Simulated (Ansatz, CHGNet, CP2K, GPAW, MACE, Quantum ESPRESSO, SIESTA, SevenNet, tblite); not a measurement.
## Quantum ESPRESSO on glassy ZnIn2Ga2O7 (96 atoms): settings against a plane-wave reference

Aim: run glassy ZnIn2Ga2O7 (96 atoms) in Quantum ESPRESSO and see how near its forces come to a plane-wave reference, and at what cost.

Calculated with Quantum ESPRESSO 7.5; the method is named at each step.

### Step 1. The starting structure

The cell holds 96 atoms: 16 Ga, 16 In, 56 O and 8 Zn. Its edges and angles: a = 10.656 Å, b = 10.656 Å, c = 10.656 Å, α = 90.0°, β = 90.0°, γ = 90.0°. 96 atoms (16 Fe, 16 Sc, 56 O, 8 Zn) placed at random at 4.16 g/cm³, melted at 4500 K for 20 ps at fixed volume with the Morse and Coulomb pair potential with partial charges (Pedone, Malavasi, Menziani, Cormack and Segre, J. Phys. Chem. B 110, 11780 (2006)). Quenched from 4500 K to 300 K at 100 K/ps and fixed volume, held 5 ps. Then Fe was replaced by Ga, Sc was replaced by In (the potential has no terms for the new elements, so the cell is a start for a DFT relaxation). Then every atom was moved at random, 0.03 Å r.m.s. a Cartesian component.

The yardstick, on the same geometry:

| Item | Value |
| --- | --- |
| method | Kohn-Sham DFT, PBE, PAW, plane waves (Ansatz 0.2.0); cutoff 420 eV, Γ point, fermi-dirac smearing of 0.05 eV; PAW set soft_2 |
| r.m.s. force component | 1.03 eV/Å |
| longest force | 4.265 eV/Å |
| pressure | 4.822 GPa |
| gap (highest filled to lowest empty level) | 0.5266 eV |
| SCF cycles | 10 |
| time | 36 s on 4 threads of Arm Neoverse V1, shared host |
| CPU time | 2.2 min |

### Step 2. PBE, sssp-1.3.0-efficiency, 60/480 Ry

Method: Kohn-Sham DFT, PBE, SSSP efficiency 1.3.0 pseudopotentials, plane waves.

File pw.in:

```
&control
  calculation = 'scf'
  pseudo_dir = './pseudo'
  outdir = './tmp'
  disk_io = 'none'
  tprnfor = .true.
  tstress = .true.
/
&system
  ibrav = 0
  nat = 96
  ntyp = 4
  ecutwfc = 60
  ecutrho = 480
  nosym = .true.
  occupations = 'smearing'
  smearing = 'fd'
  degauss = 0.003675
/
&electrons
  conv_thr = 4.8e-07
  electron_maxstep = 100
  mixing_beta = 0.4
  mixing_mode = 'plain'
  diagonalization = 'david'
/
ATOMIC_SPECIES
Ga 69.723 Ga.upf
In 114.818 In.upf
O 15.999 O.upf
Zn 65.380 Zn.upf
CELL_PARAMETERS angstrom
10.65570 0.00000 0.00000
0.00000 10.65570 0.00000
0.00000 0.00000 10.65570
ATOMIC_POSITIONS crystal
Ga 0.46354 0.62140 0.51841
Ga 0.57994 0.51905 0.03210
Ga 0.00403 0.10107 0.06491
Ga 0.79372 0.31351 0.04948
Ga 0.75399 0.99919 0.91468
Ga 0.72488 0.42283 0.77944
Ga 0.77625 0.11878 0.29273
Ga 0.05246 0.30830 0.28526
Ga 0.53720 0.67141 0.80375
Ga 0.01406 0.54137 0.68974
Ga 0.01784 0.81105 0.50969
Ga 0.52827 0.08106 0.13859
Ga 0.67579 0.15637 0.61824
Ga 0.52109 0.23070 0.85365
Ga 0.83099 0.77872 0.75135
Ga 0.47023 0.36105 0.61127
In 0.70199 0.83614 0.16195
In 0.87534 0.34158 0.49173
In 0.72332 0.85034 0.46738
In 0.19383 0.51306 0.46844
In 0.85880 0.59814 0.98761
In 0.96657 0.83416 0.16718
In 0.51259 0.91753 0.73510
In 0.52317 0.06693 0.41652
In 0.05428 0.33600 0.93780
In 0.29342 0.82135 0.31181
In 0.27312 0.08067 0.57549
In 0.25865 0.81767 0.74348
In 0.97648 0.04847 0.64034
In 0.61771 0.36990 0.30667
In 0.28776 0.46679 0.80642
In 0.16787 0.63120 0.00878
O 0.32540 0.65246 0.40453
O 0.10831 0.12920 0.52232
O 0.44484 0.54852 0.88998
O 0.84886 0.20258 0.63853
O 0.61890 0.07688 0.79878
O 0.75883 0.49399 0.12526
O 0.37733 0.94304 0.16908
O 0.59366 0.54176 0.65823
O 0.62128 0.30661 0.69249
O 0.57843 0.70418 0.09139
O 0.02976 0.41318 0.42808
O 0.85617 0.14189 0.97246
O 0.76736 0.45949 0.37637
O 0.20092 0.65884 0.82940
O 0.82759 0.76207 0.29471
O 0.11348 0.90235 0.64648
O 0.69149 0.58020 0.88995
O 0.29936 0.68561 0.13911
O 0.42252 0.83722 0.88258
O 0.59766 0.70739 0.44917
O 0.35516 0.96249 0.44531
O 0.14144 0.16281 0.94762
O 0.43638 0.75081 0.65672
O 0.24851 0.41571 0.30696
[... 36 atom lines left out ...]
Zn 0.04643 0.05603 0.35233
Zn 0.35279 0.30006 0.19301
Zn 0.41832 0.79037 0.06528
Zn 0.24044 0.03476 0.10979
K_POINTS gamma
```

Started as:

```console
> OMP_NUM_THREADS=1 mpirun -np 4 pw.x -in pw.in > output.txt
```

The log of the run:

```text
Program PWSCF
     gamma-point specific algorithms are used
     one sub-group per band group will be used
     scalapack distributed-memory algorithm (size of sub-group:  2*  2 procs)
     Parallelization info
     sticks:   dense  smooth     PW     G-vecs:    dense   smooth      PW
     Min        3868    1929    481               362332   128014   16017
     Max        3870    1932    484               362338   128024   16024
     Sum       15477    7721   1933              1449345   512067   64085
     bravais-lattice index     =            0
     lattice parameter (alat)  =      20.1364  a.u.
     unit-cell volume          =    8164.7437 (a.u.)^3
     number of atoms/cell      =           96
     number of atomic types    =            4
     number of electrons       =       912.00
     number of Kohn-Sham states=          547
     kinetic-energy cutoff     =      60.0000  Ry
     charge density cutoff     =     480.0000  Ry
     scf convergence threshold =      4.8E-07
     mixing beta               =       0.4000
     number of iterations used =            8  plain     mixing
     Exchange-correlation= SLA  PW   PBE  PBE
                           (   1   4   3   4   0   0   0)
     crystal axes: (cart. coord. in units of alat)
               a(1) = (   1.000000   0.000000   0.000000 )
               a(2) = (   0.000000   1.000000   0.000000 )
               a(3) = (   0.000000   0.000000   1.000000 )
     reciprocal axes: (cart. coord. in units 2 pi/alat)
               b(1) = (  1.000000  0.000000  0.000000 )
               b(2) = (  0.000000  1.000000  0.000000 )
               b(3) = (  0.000000  0.000000  1.000000 )
     PseudoPot. # 1 for Ga:
     Pseudo is Projector augmented-wave + core cor, Zval = 13.0
     PseudoPot. # 2 for In:
     Pseudo is Ultrasoft + core correction, Zval = 13.0
     PseudoPot. # 3 for O :
     Pseudo is Projector augmented-wave + core cor, Zval =  6.0
     PseudoPot. # 4 for Zn:
     Pseudo is Ultrasoft, Zval = 20.0
     atomic species   valence    mass     pseudopotential
     Ga               13.00    69.72300     Ga( 1.00)
     In               13.00   114.81800     In( 1.00)
     O                 6.00    15.99900     O ( 1.00)
     Zn               20.00    65.38000     Zn( 1.00)
     No symmetry found
   Cartesian axes
     number of k points=     1  Fermi-Dirac smearing, width (Ry)=  0.0037
                       cart. coord. in units 2pi/alat
        k(    1) = (   0.0000000   0.0000000   0.0000000), wk =   2.0000000
     Dense  grid:   724673 G-vectors     FFT dimensions: ( 144, 144, 144)
     Smooth grid:   256034 G-vectors     FFT dimensions: ( 100, 100, 100)
     Initial potential from superposition of free atoms
     starting charge     911.8920, renormalised to     912.0000
     Starting wfcs are  616 randomized atomic wfcs
     Self-consistent Calculation
     iteration #  1     ecut=    60.00 Ry     beta= 0.40
     total energy              =  -12781.84896035 Ry
     estimated scf accuracy    <      26.88883254 Ry
     iteration #  2     ecut=    60.00 Ry     beta= 0.40
     total energy              =  -12789.46080463 Ry
     estimated scf accuracy    <       2.72859202 Ry
     iteration #  3     ecut=    60.00 Ry     beta= 0.40
     total energy              =  -12791.40305440 Ry
     estimated scf accuracy    <       1.37067746 Ry
     iteration #  4     ecut=    60.00 Ry     beta= 0.40
     total energy              =  -12791.49609912 Ry
     estimated scf accuracy    <       0.44553802 Ry
     iteration #  5     ecut=    60.00 Ry     beta= 0.40
     total energy              =  -12791.67332231 Ry
     estimated scf accuracy    <       0.13974139 Ry
     iteration #  6     ecut=    60.00 Ry     beta= 0.40
     total energy              =  -12791.72840356 Ry
     estimated scf accuracy    <       0.06192643 Ry
[...]
total energy              =  -12791.73330210 Ry
[...]
iteration # 12     ecut=    60.00 Ry     beta= 0.40
     total energy              =  -12791.73330253 Ry
     estimated scf accuracy    <       0.00000503 Ry
     iteration # 13     ecut=    60.00 Ry     beta= 0.40
     total energy              =  -12791.73330475 Ry
     estimated scf accuracy    <       0.00000197 Ry
     iteration # 14     ecut=    60.00 Ry     beta= 0.40
     End of self-consistent calculation
          k = 0.0000 0.0000 0.0000 ( 32043 PWs)   bands (ev):
  -116.5652-116.4985-116.4856-116.3527-115.8630-115.7156-115.3886-115.0382
   -70.8252 -70.7378 -70.7366 -70.7358 -70.7035 -70.7027 -70.6579 -70.6345
   -70.6335 -70.6127 -70.5146 -70.4988 -70.1181 -70.0388 -70.0253 -69.9379
   -69.9059 -69.8974 -69.6236 -69.5893 -69.5451 -69.2965 -69.2114 -69.2000
   -11.2713 -10.9757 -10.7621 -10.7168 -10.6268 -10.5689 -10.5019 -10.4028
   -10.3581 -10.3120 -10.1761 -10.1114 -10.0902 -10.0318  -9.9840  -9.9521
    -9.9041  -9.8751  -9.8578  -9.8235  -9.7999  -9.7843  -9.7306  -9.7104
[...]
16.2228  16.2716  16.2918  16.4044  16.4232  16.4309  16.4747  16.6182
    16.6789  16.6863  16.7226  16.7849  16.9202  17.0077  17.0625  17.0830
    17.1130  17.1939  17.2758  17.3787  17.4416  17.4772  17.5145  17.5452
    17.5780  17.6225  17.7107
     the Fermi energy is     8.3137 ev
!    total energy              =  -12791.73330490 Ry
     estimated scf accuracy    <       0.00000021 Ry
     smearing contrib. (-TS)   =      -0.00056596 Ry
     internal energy E=F+TS    =  -12791.73273894 Ry
     The total energy is F=E-TS. E is the sum of the following terms:
     one-electron contribution =   -6767.85931807 Ry
     hartree contribution      =    4118.74543780 Ry
     xc contribution           =   -2136.14603377 Ry
     ewald contribution        =   -5682.44184822 Ry
     one-center paw contrib.   =   -2324.03097667 Ry
     convergence has been achieved in  14 iterations
     Forces acting on atoms (cartesian axes, Ry/au):
     atom    1 type  1   force =     0.03860913   -0.00486486    0.05548491
     atom    2 type  1   force =    -0.00611921    0.05002375   -0.04801269
     atom    3 type  1   force =    -0.01594159   -0.02601349    0.01705099
     atom    4 type  1   force =    -0.00674394   -0.03260787   -0.02847312
     atom    5 type  1   force =     0.01759952    0.02361129   -0.01655365
     atom    6 type  1   force =     0.02556290    0.07337627    0.02570560
[...]
atom   94 type  4   force =    -0.01340953   -0.00108980    0.00853514
     atom   95 type  4   force =     0.06247051    0.02396034   -0.07300213
     atom   96 type  4   force =    -0.02996950    0.01084242   -0.00195389
     Total force =     0.693625     Total SCF correction =     0.001355
     Computing stress (Cartesian axis) and pressure
          total   stress  (Ry/bohr**3)                   (kbar)     P=       49.03
   0.00045665  -0.00000842  -0.00004724           67.18       -1.24       -6.95
  -0.00000842   0.00021685  -0.00014192           -1.24       31.90      -20.88
  -0.00004724  -0.00014192   0.00032640           -6.95      -20.88       48.01
     Message from routine punch:
     Nothing written, as per user request (disk_io='none')
```

Run time: 10 min. Hardware: 4 MPI ranks of Arm Neoverse V1, shared host; peak memory 4 GiB; 41 min of CPU time.

Banners, paths, timers and routine set-up lines are dropped from the logs unmarked, and long logs keep their key lines alone; longer cuts are marked.

Numbers from this run, and their distance from the reference:

```yaml
r_m_s_force_component: 1.051 eV/Å
r_m_s_difference_of_force_components: 31.92 meV/Å
longest_difference_of_force_vectors: 149 meV/Å
force_difference_over_r_m_s_force: 3.098 %
slope_of_forces_against_the_reference_s: 1.02
correlation_of_force_components: 0.9997
spacing_of_highest_filled_and_lowest_empty_level: 0.5121 eV
gap_difference: -0.0145 eV
pressure: 4.903 GPa
pressure_difference: 0.0806 GPa
```

Length of the force difference by element (eV/Å):

```csv
element,atoms,mean,most
Ga,16,0.038,0.084
In,16,0.070,0.15
O,56,0.046,0.12
Zn,8,0.026,0.048
```

Levels nearest the highest filled one (eV from it): -0.68, -0.66, -0.62, -0.60, -0.55, -0.50, -0.35, -0.29, -0.25, -0.20, -0.15, 0.00, 0.51, 2.70, 2.90, 3.06, 3.08, 3.21, 3.40, 3.69, 3.75, 3.94, 3.97, 4.10.

The surroundings of Zn93, one of the 8 Zn atoms, nearest first, numbered as they follow in the input and with coordinates relative to it.

```csv
atom,x,y,z,distance (Å),bonds,Fx,Fy,Fz (eV/Å)
Zn93,0.00,0.00,0.00,0.00,3,-0.32,-0.96,0.61
O82,1.01,1.06,-1.34,1.98,4,0.30,0.07,-0.32
O34,0.66,0.78,1.81,2.08,3,-1.52,1.24,-0.92
O75,-1.34,1.64,0.03,2.12,4,-0.23,-0.39,-0.51
O86,-1.64,-0.46,-1.55,2.30,3,0.49,1.41,0.05
O60,0.61,-2.23,-0.13,2.32,3,-1.30,0.04,1.09
O61,-1.54,-1.10,1.40,2.35,3,0.78,-0.31,-0.60
Ga8,0.06,2.69,-0.71,2.78,5,1.27,-0.29,-1.84
Ga7,-2.88,0.67,-0.64,3.02,5,0.66,-0.76,0.13
Ga11,-0.30,-2.61,1.68,3.12,5,0.04,-0.57,-0.22
Ga3,-0.45,0.48,-3.06,3.13,6,-0.41,-0.67,0.44
In29,-0.75,-0.08,3.07,3.16,5,-1.36,1.10,0.88
In22,-0.85,-2.36,-1.97,3.19,7,0.43,-2.06,1.49
```

Forces lie 3.1 % from the reference's, at 18 times its CPU time.

### Step 3. Results

* force difference from the reference: QE PBE, sssp-1.3.0-efficiency, 60/480 Ry, 3.1 %
* its CPU time: 41 min

PBE on plane waves or a grid with other potentials, cutoffs or grids differs from the reference by 3.1 % (QE PBE, sssp-1.3.0-efficiency, 60/480 Ry) of the r.m.s. force; this holds the reference's own error, so differences of a few per cent don't tell which side is nearer the exact PBE result (QE's 60 Ry are 816 eV, against the reference's 420 eV). PBE gaps agree with the reference's 0.527 eV within 0.015 eV. The potentials hold different valence shells: 848 electrons in the reference, 912 in Quantum ESPRESSO with SSSP; this bears on time and differences. The quench rate of 100 K/ps is many orders above laboratory rates, so the cell is likely richer in defects and strain than a real sample. The network of bonds at the start is that of the classical potential that made the cell, and needn't be the one that DFT or experiment would give. The reference's stress is far from hydrostatic: its diagonal is 6.6, 3.1, 4.8 GPa, compression counted positive. The electronic-structure runs sample only Γ, in a cell whose shortest periodic width is 11 Å.

[Also dropped from logs without a mark: logging warnings of Python, and SIESTA's first energy breakdown and zero terms.]

[Logs are printed without paths, hosts, clocks, repeated set-up lines and the standing remarks that a program may print on its own settings, such as how far it seeks lower states.]

[Hosts, paths, dates, database ids (printed as entryN), source tags and the programs' standing remarks are cut or masked in the printed files.]
